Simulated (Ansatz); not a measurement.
In doubt: masses and optical values from hybrid runs of this build are listed as unsure (in some of the runs), which bears on the screening that GW takes from such a start.

System: Nb2Sn2O7 (Fd-3m).

It takes space group Fd-3m (No. 227, cubic). The conventional cell has a = 10.761 Å, b = 10.761 Å, c = 10.761 Å, α = 90.00°, β = 90.00°, γ = 90.00°. Nearest to Nb lie 6 O at 2.02 Å. Nearest to Sn lie 2 O at 2.33 Å. O has 2 Nb at 2.02 Å nearest. O has 4 Sn at 2.33 Å nearest. Farther neighbours and most contacts between anions are not listed.

```cif
data_structure
_symmetry_space_group_name_H-M 'P 1'
_symmetry_Int_Tables_number 1
_cell_length_a 7.6089
_cell_length_b 7.6089
_cell_length_c 7.6089
_cell_angle_alpha 60.000
_cell_angle_beta 60.000
_cell_angle_gamma 60.000
_cell_volume 311.49
loop_
_atom_site_label
_atom_site_type_symbol
_atom_site_fract_x
_atom_site_fract_y
_atom_site_fract_z
_atom_site_occupancy
Nb1 Nb 0.12500 0.12500 0.12500 1
Nb2 Nb 0.62500 0.12500 0.12500 1
Nb3 Nb 0.12500 0.12500 0.62500 1
Nb4 Nb 0.12500 0.62500 0.12500 1
Sn5 Sn 0.62500 0.62500 0.12500 1
Sn6 Sn 0.62500 0.62500 0.62500 1
Sn7 Sn 0.12500 0.62500 0.62500 1
Sn8 Sn 0.62500 0.12500 0.62500 1
O9 O 0.06100 0.43900 0.06100 1
O10 O 0.06100 0.06100 0.43900 1
O11 O 0.81100 0.18900 0.81100 1
O12 O 0.06100 0.43900 0.43900 1
O13 O 0.18900 0.81100 0.18900 1
O14 O 0.43900 0.06100 0.06100 1
O15 O 0.18900 0.18900 0.81100 1
O16 O 0.18900 0.81100 0.81100 1
O17 O 0.75000 0.75000 0.75000 1
O18 O 0.81100 0.18900 0.18900 1
O19 O 0.43900 0.43900 0.06100 1
O20 O 0.81100 0.81100 0.18900 1
O21 O 0.50000 0.50000 0.50000 1
O22 O 0.43900 0.06100 0.43900 1
```

The cell and positions are those that the Materials Project relaxed with its own functionals (PBE, PBE+U or r2SCAN), kept fixed. PAW set soft_2, made with PBE.

Gaps computed with Ansatz 0.2.0 without a self-energy: HSE06 1.48 eV, r2SCAN 0.99 eV and PBE0 2.19 eV.

Question: Estimate the G0W0@HSE06 gap with 2×2×2 mesh, 432 empty bands, screening to 72 eV, default PAW files.

About 1.71 eV: on its mesh the run moves the gap from 1.48 eV by +0.23 eV. Among the scalar-relativistic levels given, HSE06 is nearest (−0.23 eV). Bands and cutoff are finite, so the gap is not at the basis limit. The miss can reach some tenths of an eV and take either sign; the mesh is an error of its own. The 2×2×2 mesh is coarse for this cell (its supercell is 15 Å along the shortest edge). The RPA ε∞ on it, from the HSE06 start, is 8.09; such meshes misread the long-range screening, most where the gap is narrow. The many-body steps are scalar-relativistic: spin-orbit coupling is not in them.

[Paths, hosts, dates, memory and timing lines, banners, echoed tables and standing remarks are left out of the program output.]

[Logs are printed without paths, hosts, clocks, repeated set-up lines and the standing remarks that a program may print on its own settings, such as how far it seeks lower states.]

[Runs of the session that timed out or met a known fault of the program may be left out.]

[Cells called generated may have been cut or substituted from an entry of the Crystallography Open Database or the Materials Project.]

[Hosts, paths, dates, database ids (printed as entryN), source tags and the programs' standing remarks are cut or masked in the printed files.]
